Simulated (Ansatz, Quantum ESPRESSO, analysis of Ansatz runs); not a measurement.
## Li2SnF6 (P-31m): the host for defect calculations

Before any defect goes in: Li2SnF6 (P-31m) at rest, and how it screens a charge.

Method: plane-wave PAW DFT, PBEsol; relaxation of the host's cell and atoms, in the first sound run; inputs show where later runs differ, in Ansatz 0.2.0.

## (1) Starting point

Symmetry: P-31m, No. 162, trigonal system. Conventional cell: a = 4.910 Å, b = 4.910 Å, c = 4.538 Å, α = 90.00°, β = 90.00°, γ = 120.00°. Li has 6 F at 1.99 Å nearest. Nearest to Sn lie 6 F at 1.99 Å. F has 2 Li at 1.99 Å and 1 Sn at 1.99 Å nearest. Farther neighbours and most contacts between anions are not listed.

## (2) Host cell relaxation

Cell and atoms are relaxed together, until forces and stress fall under their thresholds.

cell/input.yaml

```yaml
crystal:
  lattice:
    - [4.9095139, 0.0, 0.0]
    - [-2.454757, 4.2517638, 0.0]
    - [0.0, 0.0, 4.5380391]
  atoms:
    - { symbol: Li, position: [0.66666667, 0.33333333, 0.5] }
    - { symbol: Li, position: [0.33333333, 0.66666667, 0.5] }
    - { symbol: Sn, position: [0.0, 0.0, 0.0] }
    - { symbol: F, position: [0.32909106, 0.32909106, 0.25502719] }
    - { symbol: F, position: [0.67090894, 0.67090894, 0.74497281] }
    - { symbol: F, position: [0.67090894, 0.0, 0.25502719] }
    - { symbol: F, position: [0.32909106, 0.0, 0.74497281] }
    - { symbol: F, position: [0.0, 0.67090894, 0.25502719] }
    - { symbol: F, position: [0.0, 0.32909106, 0.74497281] }
basis:
  ecutwfc: 420
  xc_grid: 2
hamiltonian:
  xc: pbesol
kpoints:
  mp_grid: { grid: [7, 7, 6] }
scf:
  occupations: { method: fixed }
  max_iter: 100
relax:
  f_tol: 0.005
  max_steps: 60
  cell: {}
output:
  forces: true
  stress: true
checkpoint:
  write: "../cell.run"
  compress: false
  write_wavefunctions: false
  write_every: 100000
```

Started as:

```console
$ ansatz run input.yaml --threads 8 --pin off --max-ram 14131MiB --backend cpu --events-out ev --progress --plain --runs-dir out
```

Numbers of over 12 decimals in the logs are rounded to 6 here.

The program printed:

```text
[... repeated set-up lines and file paths are left out, and long positions are rounded to six places ...]
Engine: ansatz 0.2.0, aarch64-unknown-linux-gnu
Pseudopotentials: kind: paw
Pseudopotential: Li, paw, valence charge 3, recommended cutoff 420 eV (normal), Li.paw.azcp
Pseudopotential: Sn, paw, valence charge 14, recommended cutoff 420 eV (normal), Sn.paw.azcp
Pseudopotential: F, paw, valence charge 7, recommended cutoff 420 eV (normal), F.paw.azcp
Functional definition: PBEsol
  exchange = pbesol_x
  correlation = pbesol_c
Crystal: 9 atoms, lattice volume = 94.727 Å³
Basis set: ecut = 420 eV, 1845 PW (Γ), exchange–correlation on 72×72×64 points (8 copies of the dense FFT grid, shifted against one another)
Bands: 40, of which v1, the nominal top of the filled ones, is band 31 counted from 1 (30 counted from 0)
Symmetry: 12 space group operations
Space group: P-31m (ITA 162), of the structure as read, at distance tolerance 4.6e-5 Å
k-points: 40 of 294
Non-local potential: Li, projectors of the file, l = 0: 3, l = 1: 2, l = 2: 1
Non-local potential: Sn, projectors of the file, l = 0: 2, l = 1: 2, l = 2: 2, l = 3: 2
Non-local potential: F, projectors of the file, l = 0: 2, l = 1: 2, l = 2: 1
PAW form: soft (Blöchl's): semilocal exchange-correlation on the pseudo side does not see the compensation charge
PAW frozen core: Sn, regenerated for the run's functional, and the local potential with it (the file was generated under x = pbe(κ = 0.804, μ = 0.219515), c = pbe(β = 0.066725))
PAW frozen core: F, regenerated for the run's functional, and the local potential with it (the file was generated under x = pbe(κ = 0.804, μ = 0.219515), c = pbe(β = 0.066725))
PAW one-centre angular grid: Li, 110 points (default); XC on 64 Gauss nodes
PAW one-centre angular grid: Sn, 590 points (default); XC on 64 Gauss nodes
PAW one-centre angular grid: F, 110 points (default); XC on 64 Gauss nodes
Initial density: superposition of atomic densities (neutral atoms: chi_scale 0, normalization atom), corrected by the library's trained network
Initial wavefunctions: pseudopotential atomic-orbital guess
Functional: x = pbesol(κ = 0.804, μ = 0.123457), c = pbesol(β = 0.046)
SCF iter   1: F=—  HF=-11166.445378 eV  |F-HF|=—  |Δ(HF+E_count)|=         —  Δρ=1.55e-2  dr2=1.44e-1  ethr=1.77e-3  ⟨swp⟩=4.5  Hψ=6157  notcnv=0  defer=262
preconditioner: auto → Resta (q_TF=auto, 2.542 Å⁻¹)  ε∞=2.9  [insulator: Δε(μ)=5.136 eV  Ē_g=20.811 eV  n_scr=20 (ndim 8)  ℏωp=29.1 eV  f_vac=0.043  ε∞_Penn≈2.9]
SCF iter   2: F=—  HF=-11166.400908 eV  |F-HF|=—  |Δ(HF+E_count)|=   4.45e-2  Δρ=2.32e-3  dr2=1.69e-3  ethr=2.32e-4  ⟨swp⟩=2.4  Hψ=2816  notcnv=0  defer=277
SCF iter   3: F=—  HF=-11166.400580 eV  |F-HF|=—  |Δ(HF+E_count)|=   3.29e-4  Δρ=9.04e-4  dr2=4.95e-4  ethr=2.73e-6  ⟨swp⟩=2.0  Hψ=2734  notcnv=0  defer=120
automatic band count: iteration 3 solves 36 bands in place of 40: the levels show a gap, and the empty bands left out lie too high to hold charge; the band table lists the bands solved (type scf.n_extra_bands for more)
SCF iter   4: F=—  HF=-11166.400683 eV  |F-HF|=—  |Δ(HF+E_count)|=   1.03e-4  Δρ=2.61e-4  dr2=5.16e-5  ethr=7.99e-7  ⟨swp⟩=2.0  Hψ=2734  notcnv=0  defer=111
SCF iter   5: F=—  HF=-11166.400624 eV  |F-HF|=—  |Δ(HF+E_count)|=   5.87e-5  Δρ=4.47e-5  dr2=2.21e-6  ethr=8.32e-8  ⟨swp⟩=2.8  Hψ=2954  notcnv=0  defer=32
SCF iter   6: F=-11166.400627 eV  HF=-11166.400627 eV  |F-HF|=9.34e-8  |Δ(HF+E_count)|=   2.88e-6  Δρ=7.33e-6  dr2=7.59e-8  ethr=1.61e-10  ⟨swp⟩=3.0  Hψ=6232  notcnv=0
SCF 1 converged in 6 iterations: F = -11166.400627 eV  dr2 = 7.59e-8
  greatest PAW one-centre occupation: 1.000 electrons in one spin orbital (limit 2), on the Li atom at site 1 (counted from 0), in its partial waves of l = 0
relax step   1: F+E_penalty+E_count = -11166.40062696 eV  Δ(F+E_penalty+E_count) = +0.000e0 eV  max|allowed force component| = 6.600e-2 eV/Å  Δτ_max = 0.0000 Å  P = +1.426 GPa  Ω = 94.727 Å³  (6 SCF iters, dr2 threshold 1.00e-7 eV, accepted)
[... the SCF cycles and remarks between the steps are left out from here to the last step ...]
relax step   2: F+E_penalty+E_count = -11166.40363930 eV  Δ(F+E_penalty+E_count) = -3.012e-3 eV  max|allowed force component| = 6.127e-2 eV/Å  Δτ_max = 0.0048 Å  P = +0.722 GPa  Ω = 95.608 Å³  energy of the carried Pulay correction = -4.792e-3 eV  (5 SCF iters, dr2 threshold 9.00e-7 eV, accepted)
relax step   3: F+E_penalty+E_count = -11166.40192578 eV  Δ(F+E_penalty+E_count) = +1.714e-3 eV  max|allowed force component| = 1.002e-2 eV/Å  Δτ_max = 0.0094 Å  P = -0.012 GPa  Ω = 96.900 Å³  energy of the carried Pulay correction = -1.174e-2 eV  (5 SCF iters, dr2 threshold 9.00e-7 eV, accepted)
relax step   4: F+E_penalty+E_count = -11166.40163933 eV  Δ(F+E_penalty+E_count) = +2.865e-4 eV  max|allowed force component| = 1.941e-3 eV/Å  Δτ_max = 0.0015 Å  P = -0.009 GPa  Ω = 96.959 Å³  energy of the carried Pulay correction = -1.206e-2 eV  (5 SCF iters, dr2 threshold 6.28e-9 eV, accepted)
relax step   5: F+E_penalty+E_count = -11166.41526229 eV  Δ(F+E_penalty+E_count) = -1.362e-2 eV  max|allowed force component| = 1.758e-3 eV/Å  Δτ_max = 0.0000 Å  P = +0.251 GPa  Ω = 96.959 Å³  stress off target by 2.70e-1 GPa  SCF on the basis re-selected at this cell (its energy is not comparable with the rows above)  (6 SCF iters)
relax step   6: F+E_penalty+E_count = -11166.41376537 eV  Δ(F+E_penalty+E_count) = +1.497e-3 eV  max|allowed force component| = 6.116e-4 eV/Å  Δτ_max = 0.0018 Å  P = +0.037 GPa  Ω = 97.294 Å³  energy of the carried Pulay correction = -1.810e-3 eV  (5 SCF iters, dr2 threshold 1.82e-7 eV, accepted)
relax step   7: F+E_penalty+E_count = -11166.41541353 eV  Δ(F+E_penalty+E_count) = -1.648e-3 eV  max|allowed force component| = 6.324e-4 eV/Å  Δτ_max = 0.0000 Å  P = +0.053 GPa  Ω = 97.294 Å³  stress off target by 6.08e-2 GPa  SCF on the basis re-selected at this cell (its energy is not comparable with the rows above)  (5 SCF iters)
relax step   8: F+E_penalty+E_count = -11166.41501295 eV  Δ(F+E_penalty+E_count) = +4.006e-4 eV  max|allowed force component| = 5.255e-6 eV/Å  Δτ_max = 0.0004 Å  P = +0.002 GPa  Ω = 97.372 Å³  energy of the carried Pulay correction = -4.150e-4 eV  (5 SCF iters, dr2 threshold 9.23e-9 eV, accepted)
iter 1 solved again at ethr=9.39e-9 eV; its pass at ethr=3.10e-3 eV (dr2=5.82e-6 eV) is discarded
SCF iter   1: F=—  HF=-11166.415498 eV  |F-HF|=—  |Δ(HF+E_count)|=         —  Δρ=1.03e-5  dr2=1.84e-8  ethr=9.39e-9  ⟨swp⟩=3.5  Hψ=10338  notcnv=0  defer=278
SCF iter   2: F=—  HF=-11166.415407 eV  |F-HF|=—  |Δ(HF+E_count)|=   9.04e-5  Δρ=4.47e-6  dr2=4.47e-9  ethr=2.96e-11  ⟨swp⟩=2.6  Hψ=2749  notcnv=0  defer=278
SCF iter   3: F=—  HF=-11166.415407 eV  |F-HF|=—  |Δ(HF+E_count)|=   3.34e-9  Δρ=2.17e-6  dr2=8.22e-10  ethr=7.21e-12  ⟨swp⟩=2.1  Hψ=2094  notcnv=0  defer=278
SCF iter   4: F=-11166.415407 eV  HF=-11166.415407 eV  |F-HF|=2.91e-11  |Δ(HF+E_count)|=   1.26e-9  Δρ=1.45e-7  dr2=1.85e-11  ethr=1.00e-12  ⟨swp⟩=3.0  Hψ=5782  notcnv=0
SCF 9 converged in 4 iterations: F = -11166.415407 eV  dr2 = 1.85e-11
relax step   9: F+E_penalty+E_count = -11166.41540722 eV  Δ(F+E_penalty+E_count) = -3.943e-4 eV  max|allowed force component| = 1.621e-5 eV/Å  Δτ_max = 0.0000 Å  P = +0.004 GPa  Ω = 97.372 Å³  stress off target by 6.31e-3 GPa  SCF on the basis re-selected at this cell (its energy is not comparable with the rows above)  (4 SCF iters)
basis re-selected at this cell: Δ(F+E_penalty+E_count) = -3.943e-4 eV, ΔP = +0.002 GPa vs the last step (what re-selecting the basis moved, of the pressure what is left beyond the Pulay correction that the steps carried, after the strain that the cell walked [...]
SCF converged after 4 iterations
Free energy (F): -11166.415407 eV
Harris-Foulkes:  -11166.415407 eV  (|F-HF|=2.91e-11)
Internal energy: -11166.415407 eV  (E = F + TS)
E sigma→0 (E₀):  -11166.415407 eV
Fermi energy:    1.790631 eV
--- Per-component energies (eV) ---
  E_band       = -524.838924
  E_kinetic    = 1471.032277
  E_local      = -4678.784272  (includes V_loc(G=0)·N_el)
  E_nonlocal   = 350.132976
  E_hartree    = 1928.171474
  E_xc         = -868.267896
  E_vxc        = -728.818570  (∫ρ·V_xc dr)
  E_paw        = -5280.496437  (= ΣΔE_a)
  E_vpaw       = -794.756925  (= ΣTr[D̂ρ^β])
  E_aug_tail   = 0.012576  (compensation charges beyond the density's cutoff)
  E_ewald      = -4088.755600
  E_core_change = 0.539496  (= ΣΔE_core)
  E_smearing   = -0.000000  (= −TS)
  E_closure    = -0.000000  (closes the sum)
  Σ components = -11166.415407   (vs F -11166.415407, Δ=0.00e0)
--- Forces (eV/Å), atoms counted from 1 ---
  atom   1  Li    -0.00000000     0.00000000     0.00000000
  atom   2  Li     0.00000000    -0.00000000     0.00000000
  atom   3  Sn    -0.00000000     0.00000000     0.00000000
  atom   4  F      0.00000810     0.00001404     0.00001192
  atom   5  F     -0.00000810    -0.00001404    -0.00001192
  atom   6  F     -0.00001621    -0.00000000     0.00001192
  atom   7  F      0.00001621     0.00000000    -0.00001192
  atom   8  F      0.00000810    -0.00001404     0.00001192
  atom   9  F     -0.00000810     0.00001404    -0.00001192
  max |Σ_I F_I| component: 4.32e-19 eV/Å
--- Stress (GPa, compression-positive) ---
        0.006312      -0.000000       0.000000
       -0.000000       0.006312       0.000000
        0.000000       0.000000      -0.001339
  P = ⅓ Tr σ = 0.0038 GPa (0.038 kbar)
--- Relaxed structure (6 steps of the walk, 6 accepted, 3 SCFs on fresh bases) ---
  F+E_penalty+E_count = -11166.41540722 eV   max|allowed force component| = 1.621e-5 eV/Å   (the final SCF, on the basis selected at the relaxed cell)
  cell:  # Å, volume = 97.3715 Å³
    - [4.963002, 2.9182017993584164e-8, 0]
    - [-2.481501, 4.298086, 4.570471623157859e-18]
    - [0, 4.8782058648412195e-18, 4.564703]
  atoms:
    - { symbol: Li, position: [0.666667, 0.333333, 0.5] }
    - { symbol: Li, position: [0.333333, 0.666667, 0.5] }
    - { symbol: Sn, position: [0, 0, 0] }
    - { symbol: F, position: [0.326052, 0.326052, 0.253305] }
    - { symbol: F, position: [0.673948, 0.673948, 0.746695] }
    - { symbol: F, position: [0.673948, 0, 0.253305] }
    - { symbol: F, position: [0.326052, 1.329190766943668e-19, 0.746695] }
    - { symbol: F, position: [5.5367404214152746e-17, 0.673948, 0.253305] }
    - { symbol: F, position: [8.284298798298125e-17, 0.326052, 0.746695] }
```

Wall time 8.5 s (8 threads of Arm Neoverse V2, shared host); peak memory 0.57 GiB; 57 s of CPU time.

Relaxation path:

```
step  energy less that of the first step (eV)  largest force component (eV/Å)  pressure (GPa)  volume (Å³)
   1                                   0.0000                          0.0660            1.43        94.73
   2                                  -0.0030                          0.0613            0.72        95.61
   3                                  -0.0013                          0.0100           -0.01        96.90
   4                                  -0.0010                          0.0019           -0.01        96.96
   5                                  -0.0146                          0.0018            0.25        96.96
   6                                  -0.0131                          0.0006            0.04        97.29
   7                                  -0.0148                          0.0006            0.05        97.29
   8                                  -0.0144                          0.0000            0.00        97.37
  9*                                  -0.0148                          0.0000            0.00        97.37
```

Relaxation steps marked * repeat the geometry before them on a plane-wave basis chosen anew for their cell, so energy and pressure can jump there. The log counts 3 steps on a newly chosen plane-wave basis, not all of them marked here; energy and pressure can jump at such steps.

Forces are held to the 12 operations that the run works with; a distortion that breaks them can't arise in this run.

```
conventional cell, symmetrised  before  after  change
                         a (Å)   4.910  4.963  +1.1 %
                         b (Å)   4.910  4.963  +1.1 %
                         c (Å)   4.538  4.565  +0.6 %
              volume (Å³/atom)   10.53  10.82  +2.8 %
```

The atoms that moved most (Å, as changes of fractional coordinates times the final cell):

```
atom      dx      dy      dz  length
  F6   0.015   0.000  -0.008   0.017
  F4  -0.008  -0.013  -0.008   0.017
  F5   0.008   0.013   0.008   0.017
  F9   0.008  -0.013   0.008   0.017
  F7  -0.015   0.000   0.008   0.017
  F8  -0.008   0.013  -0.008   0.017
```

This step gave:

| Item | Value |
| --- | --- |
| pressure | 0.003762 GPa |

The relaxation ends with a largest force component of 1.6e-5 eV/Å and a pressure of 0.00 GPa.

## (3) Dielectric tensors of the host

The response to a uniform electric field gives the electronic dielectric tensor.

This step: plane-wave PAW DFPT, PBEsol; dielectric tensors, Born charges and zone-centre modes of the host (Ansatz 0.2.0).

eps/input.yaml

```yaml
crystal:
  lattice:
    - [4.9630018863, 2.92e-08, 0.0]
    - [-2.4815009684, 4.298085698, 0.0]
    - [0.0, 0.0, 4.5647027985]
  atoms:
    - { symbol: Li, position: [0.6666666667, 0.3333333333, 0.5] }
    - { symbol: Li, position: [0.3333333333, 0.6666666667, 0.5] }
    - { symbol: Sn, position: [0.0, 0.0, 0.0] }
    - { symbol: F, position: [0.3260518183, 0.3260518183, 0.2533050106] }
    - { symbol: F, position: [0.6739481817, 0.6739481817, 0.7466949894] }
    - { symbol: F, position: [0.6739481817, 0.0, 0.2533050106] }
    - { symbol: F, position: [0.3260518183, 0.0, 0.7466949894] }
    - { symbol: F, position: [0.0, 0.6739481817, 0.2533050106] }
    - { symbol: F, position: [0.0, 0.3260518183, 0.7466949894] }
basis:
  ecutwfc: 420
hamiltonian:
  xc: pbesol
kpoints:
  mp_grid: { grid: [6, 6, 5] }
scf:
  occupations: { method: fixed }
  max_iter: 100
phonons:
  method: dfpt
  dielectric: true
  rigid_motions: translations
```

The program printed:

```text
[...]
Crystal: 9 atoms, lattice volume = 97.372 Å³
Basis set: ecut = 420 eV, 1929 PW (Γ), exchange–correlation on 72×72×64 points (8 copies of the dense FFT grid, shifted against one another)
Bands: 40, of which v1, the nominal top of the filled ones, is band 31 counted from 1 (30 counted from 0)
Symmetry: 12 space group operations
k-points: 92 of 180 (irreducible under 1 space group operation, time reversal used)
[...]
SCF iter   1: F=—  HF=-11166.459859 eV  |F-HF|=—  |Δ(HF+E_count)|=         —  Δρ=1.51e-2  dr2=1.42e-1  ethr=1.77e-3  ⟨swp⟩=4.7  Hψ=14218  notcnv=0  defer=593
[...]
SCF iter   8: F=-11166.415770 eV  HF=-11166.415770 eV  |F-HF|=3.09e-11  |Δ(HF+E_count)|=   1.72e-9  Δρ=2.11e-7  dr2=2.64e-11  ethr=1.00e-12  ⟨swp⟩=14.1  Hψ=25580  notcnv=0
SCF 1 converged in 8 iterations: F = -11166.415770 eV  dr2 = 2.64e-11
[...]
NSCF: frozen V_eff on 5 k-points
DFPT response loops at Γ: preconditioner auto → none (the input reference at scf.mixing.eps_inf says where Resta's filter doesn't serve); β = 0.50; Broyden in place of MSR1
SCF converged after 8 iterations
Free energy (F): -11166.415770 eV
[...]
Internal energy: -11166.415770 eV  (E = F + TS)
E sigma→0 (E₀):  -11166.415770 eV
Fermi energy:    1.795182 eV
[...]
--- Band table (eV; the first three rows and the last of 92) ---
[...]
[... further k-points left out ...]
--- Phonons (Γ-DFPT): 6 representative perturbations + reference, on 92 of 180 k-points (Σ response iterations 24) ---
  k mesh reduced under 1 symmetry operation, with k and −k counted as one. Each operation leaves every solved perturbation unchanged. A smaller set is not considered because the run solves the response to a homogeneous field
  ASR residual: 4.724e-5 → 0.000e0 eV/Å²; symmetrization residual: 2.161e-5 eV/Å²
  ASR residual per site (eV/Å²): 1.79e-5 1.79e-5 3.88e-5 3.66e-5 3.66e-5 4.72e-5 4.72e-5 3.66e-5 3.66e-5
  Γ frequencies (cm⁻¹): 0.00 0.00 0.00 166.06 166.06 179.92 185.12 205.72 205.72 247.98 247.98 250.26 250.26 251.97 269.41 297.20 305.25 305.25 341.47 366.30 366.30 464.09 464.09 502.83 502.83 512.28 549.66
  ε∞ (high-frequency dielectric tensor):
        2.285942     0.000000    -0.000000
        0.000000     2.285942    -0.000000
        0.000000    -0.000000     2.296706
  ε⁰ (static dielectric tensor: ions relaxed, cell fixed):
        6.704265     0.000000    -0.000000
        0.000000     6.704265    -0.000000
       -0.000000    -0.000000     8.442315
  ε⁰ − ε∞ (ionic part):
        4.418322     0.000000    -0.000000
        0.000000     4.418322    -0.000000
       -0.000000    -0.000000     6.145610
  softest optical mode at Γ: 166.06 cm⁻¹; the repairs (sum rule, projections) moved no ω² at Γ by more than (4.86 cm⁻¹)²
  Born effective charges Z* (e; rows j = field, columns β = displacement):
    site 0:
         1.15438    0.00000    0.00000
         0.00000    1.15438   -0.00000
        -0.00000   -0.00000    1.20503
    site 1:
         1.15438    0.00000    0.00000
         0.00000    1.15438   -0.00000
        -0.00000   -0.00000    1.20503
    site 2:
         3.66679    0.00000    0.00000
         0.00000    3.66679   -0.00000
        -0.00000   -0.00000    3.69021
    site 3:
        -0.90171   -0.16320   -0.18264
        -0.16320   -1.09015   -0.31635
        -0.17195   -0.29783   -1.01671
    site 4:
        -0.90171   -0.16320   -0.18264
        -0.16320   -1.09015   -0.31635
        -0.17195   -0.29783   -1.01671
    site 5:
        -1.18437   -0.00000    0.36529
        -0.00000   -0.80748    0.00000
         0.34390    0.00000   -1.01671
    site 6:
        -1.18437   -0.00000    0.36529
        -0.00000   -0.80748    0.00000
         0.34390    0.00000   -1.01671
    site 7:
        -0.90171    0.16320   -0.18264
         0.16320   -1.09015    0.31635
        -0.17195    0.29783   -1.01671
    site 8:
        -0.90171    0.16320   -0.18264
         0.16320   -1.09015    0.31635
        -0.17195    0.29783   -1.01671
  Z* charge neutrality: 2.062e-4 e pre-enforcement
  k-mesh period / interband length: 22.8 Å / 1.00 Å = 22.93 at k = (0.0000, 0.0000, 0.0000), direct gap 5.284 eV — 14 or more, which is no proof of convergence
  optical modes at Γ without the LO–TO term, one row a degenerate level:
      ω (cm⁻¹)  modes    IR ((D/Å)²/amu)
        166.06      2             0.0000
        179.92      1             5.6616
        185.12      1             0.0000
        205.72      2             4.4833
[...]
optical modes at Γ + LO–TO along q̂ = [1.0000, 0.0000, 0.0000]:
      ω (cm⁻¹)  modes    IR ((D/Å)²/amu)
[...]
optical modes at Γ + LO–TO along q̂ = [0.0000, 1.0000, 0.0000]:
      ω (cm⁻¹)  modes    IR ((D/Å)²/amu)
[...]
optical modes at Γ + LO–TO along q̂ = [0.0000, 0.0000, 1.0000]:
      ω (cm⁻¹)  modes    IR ((D/Å)²/amu)
[...]
247.98      2             1.3557
        250.26      2             0.0000
        251.97      1             0.0000
        269.41      1             0.0000
        297.20      1             0.0000
        305.25      2            21.3551
        366.30      2             0.0000
        436.63      1             3.6346
        464.09      2             0.0000
        502.83      2            11.6954
        549.66      1             0.0000
        604.92      1            16.4121
```

Wall time 55 s (8 threads); peak memory 1.7 GiB; 6.8 min of CPU time.

Electronic dielectric tensor:

```
2.29 0.00 0.00
0.00 2.29 0.00
0.00 0.00 2.30
```

Static dielectric tensor:

```
6.70 0.00 0.00
0.00 6.70 0.00
0.00 0.00 8.44
```

The principal values of the electronic dielectric tensor are 2.29, 2.29 and 2.30. The principal values of the static dielectric tensor are 6.70, 6.70 and 8.44.

(Continued in part 2 of 2.)

[Logs are printed without paths, hosts, clocks, repeated set-up lines and the standing remarks that a program may print on its own settings, such as how far it seeks lower states.]

[Hosts, paths, dates, database ids (printed as entryN), source tags and the programs' standing remarks are cut or masked in the printed files.]

[Runs of the host that timed out are not shown.]

[For some hosts the program warned that the k-mesh of the response run may be too coarse for force constants and the static dielectric constant; such warnings are not always shown.]
